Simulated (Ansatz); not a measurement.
# Stack of 1T-PtSe2 under alpha-Ga2S3 ferroelectric layer, shifted by two thirds of the diagonal in a perpendicular field, part 3 of 3

Wanted: the out-of-plane response of the stack of 1T-PtSe2 under alpha-Ga2S3 ferroelectric layer, shifted by two thirds of the diagonal. A positive field points along +c.

Ansatz 0.2.0; plane-wave DFT, PBE-D3(BJ), Ansatz PAW.

So far. Step 3 (Atoms held, field 0, start network): The gap is 1.38 eV, with the valence edge 6.80 eV and the conduction edge 5.42 eV under the upper vacuum level. Spin-orbit coupling, left out in this run, matters for the bands of elements this heavy. Step 4 (Single point, field 0.1 V/Å): The dipole is 2.4e-4 e·Å, 0.0800 e·Å from its value without field, and the gap 1.358 eV.

## (5) Atoms held, field -0.1 V/Å

Input file input.yaml:

```yaml
crystal:
  lattice:
    - [3.652750017, 0.0, 0.0]
    - [-1.8263750085, 3.1633743084, 0.0]
    - [0.0, 0.0, 29.4933861244]
  atoms:
    - { symbol: Se, position: [0.6666666667, 0.3333333333, 0.3051531608] }
    - { symbol: Pt, position: [0.0, 0.0, 0.3512755169] }
    - { symbol: Se, position: [0.3333333333, 0.6666666667, 0.3967659666] }
    - { symbol: S, position: [0.6666666667, 0.3333333333, 0.4951073556] }
    - { symbol: Ga, position: [0.0, 0.0, 0.5300965476] }
    - { symbol: S, position: [0.0, 0.0, 0.6048627119] }
    - { symbol: Ga, position: [0.3333333333, 0.6666666667, 0.6565525851] }
    - { symbol: S, position: [0.6666666667, 0.3333333333, 0.6948468392] }
kpoints:
  mp_grid: { grid: [18, 18, 1] }
  band_path:
    path: [[0, 0, 0], [0.5, 0, 0], [0.33333333, 0.33333333, 0], [0, 0, 0]]
    npoints: 16
hamiltonian:
  xc: pbe
  dispersion: d3bj
scf:
  occupations: { method: fermi_dirac, width: 0.02585 }
  convergence: { dr2_threshold: 1.0e-10 }
efield:
  axis: 3
  dipole_correction: true
  ramp_position: 0.9576
  ramp_width: 0.0797
  amplitude: -0.1
output:
  write_potential: true
  write_density: true
  volumetric_format: npy
```

The run is started by

```
$ ansatz run input.yaml --threads 4 --pin off --max-ram 8192MiB --backend cpu --events-out ev --progress --plain --runs-dir out
```

Numbers of over 12 decimals in the logs are rounded to 6 here.

What it wrote:

```text
[...]
Crystal: 8 atoms, lattice volume = 340.797 Å³
Basis set: ecut = 420 eV, 6555 PW (Γ)
Bands: 57, of which v1, the nominal top of the filled ones, is band 47 counted from 1 (46 counted from 0)
Symmetry: 6 space group operations
[...]
k-points: 37 of 324 (time reversal used)
[...]
k-point 0: bands = [... 43 lower, 0.4658, 0.4658, 0.8605, 0.8605, 2.5048, 3.6039, 3.7948, 3.7948, ... 6 higher]
  k-point 1: bands = [... 43 lower, 0.4700, 0.5805, 0.8559, 0.8658, 2.6807, 3.5463, 3.7395, 3.7662, ... 6 higher]
  k-point 2: bands = [... 43 lower, 0.4600, 0.6663, 0.8594, 0.8626, 2.8816, 3.1787, 3.6053, 4.0514, ... 6 higher]
  k-point 36: bands = [... 43 lower, -1.0883, -0.1975, -0.1622, 0.4010, 2.4723, 2.6530, 3.4294, 4.0322, ... 6 higher]
[key lines of the parts left out:]
SCF converged after 16 iterations
Free energy (F): -33739.923151 eV
Fermi energy:    1.584632 eV
Dipole field:    D = -0.084745 V/Å  (p = -0.159606 e·Å, saw-weighted, corrected)
```

Elapsed: 74 s, on 4 threads of Intel Xeon at 2.50GHz (Skylake/Cascade Lake), shared host; peak memory 1.2 GiB.

The dipole is -0.160 e·Å, -0.0799 e·Å from its value without field, and the gap 1.394 eV.

## (6) Response, atoms held

This step: plane-wave DFT, PBE-D3(BJ), Ansatz PAW; response to a field along the normal, atoms held (Ansatz 0.2.0).

The dipoles give the slope, and the difference of two potentials shows where the field is screened.

Numbers from this step:

```yaml
equivalent_conductor_thickness_p_eps_0ae: 12.52 Å
distance_between_the_outer_atoms: 11.49 Å
```

The dipole of the cell by applied field:

```
applied field (V/Å)  dipole of the cell (e·Å)
            -0.1000                    -0.160
             0.0000                   -0.0797
             0.1000                    2.4e-4
```

Local field over the applied field, running mean. From the potentials at -0.1 and 0.1 V/Å; running mean over 2.8 Å. Table of local field over applied field by z:

z (Å), local field over applied field and a bar:
```
        5      0.993 ##############################
        6      0.950 ############################
        7      0.767 #######################
        8      0.454 #############
        9      0.157 ####
       10      0.022 
       11      0.037 
       12      0.153 ####
       13      0.232 ######
       14      0.201 ######
       15      0.131 ###
       16      0.103 ###
       17      0.089 ##
       18      0.072 ##
       19      0.063 #
       20      0.136 ###
       21      0.348 ##########
       22      0.670 ####################
       23      0.918 ############################
       24      0.989 ##############################
       25      0.999 ##############################
```

The induced electron density oscillates, so the rows of the table below give means over windows of 1 Å about each position, cut where the curve ends. Its maxima inside the range that stand out by 2 % of the span (Å: e/Å³ per V/Å): 8.0: 0.00337, 10.8: 2.5e-4, 13.9: 0.00182, 16.7: 0.00111, 17.7: 9.1e-4, 19.5: 0.00107. Its minima: 9.9: -3.3e-4, 12.5: -0.00173, 15.8: -0.00148, 17.3: 1.9e-4, 18.4: -0.00166, 21.4: -0.00360.

Electrons, planar mean, per unit field. The induced electron density by z; means over each step:

```
z (Å)  induced electron density (e/Å³ per V/Å)
    5                                   3.3e-5
    6                                   2.4e-4
    7                                  0.00135
    8                                  0.00286
    9                                  0.00107
   10                                  -8.4e-5
   11                                  -8.8e-5
   12                                 -0.00118
   13                                  -5.7e-4
   14                                  0.00142
   15                                   5.9e-5
   16                                  -4.8e-4
   17                                   6.4e-4
   18                                  -1.1e-4
   19                                  -8.6e-5
   20                                  -8.1e-5
   21                                 -0.00232
   22                                 -0.00222
   23                                  -4.0e-4
   24                                  -4.4e-5
   25                                  -4.1e-6
```

The smaller of the gaps on the path and on the k-mesh, counted as 0 under 0.03 eV. Table of gap by applied field:

```
applied field (V/Å)  gap (eV)
            -0.1000      1.39
             0.0000      1.38
             0.1000      1.36
```

By hand: between -0.1 and 0.1 V/Å the dipole changes by 0.1598 e·Å, a slope of 0.7992 e·Å²/V. A perfect conductor of thickness t has p = ε₀AEt, so t = 180.95 × 0.7992 / 11.555 = 12.52 Å (e/ε₀ = 180.95 V·Å, A in Å²).

The induced dipole is that of a conductor 12.52 Å thick.

## (7) What came out

```yaml
gap_without_field: 1.38 eV
ionisation_energy_upper_face: 6.80 eV
electron_affinity_upper_face: 5.42 eV
step_between_the_vacuum_levels: 1.25 eV
equivalent_conductor_thickness_atoms_held: 12.5 Å
```

In words: The induced dipole equals that of a perfect conductor 12.52 Å thick, while the outer atoms lie 11.49 Å apart; an out-of-plane ε follows only once a thickness t is chosen, by 1 − 1/ε = 12.52 Å / t. The two faces differ: the vacuum level above lies 1.25 eV higher than the one below. The gap goes from 1.38 eV to 1.39 eV at -0.1 V/Å. Semilocal functionals give gaps that are too small, and excitons are not included. Spin-orbit coupling is left out, which matters for the bands of elements this heavy.

[Logs are printed without paths, hosts, clocks, repeated set-up lines and the standing remarks that a program may print on its own settings, such as how far it seeks lower states.]

[Hosts, paths, dates, database ids (printed as entryN), source tags and the programs' standing remarks are cut or masked in the printed files.]

[Maps of the electrostatic potential energy from Ansatz leave out the sawtooth potential of an applied field or a dipole correction, so their vacuum need not be flat; planar profiles and work functions include it.]
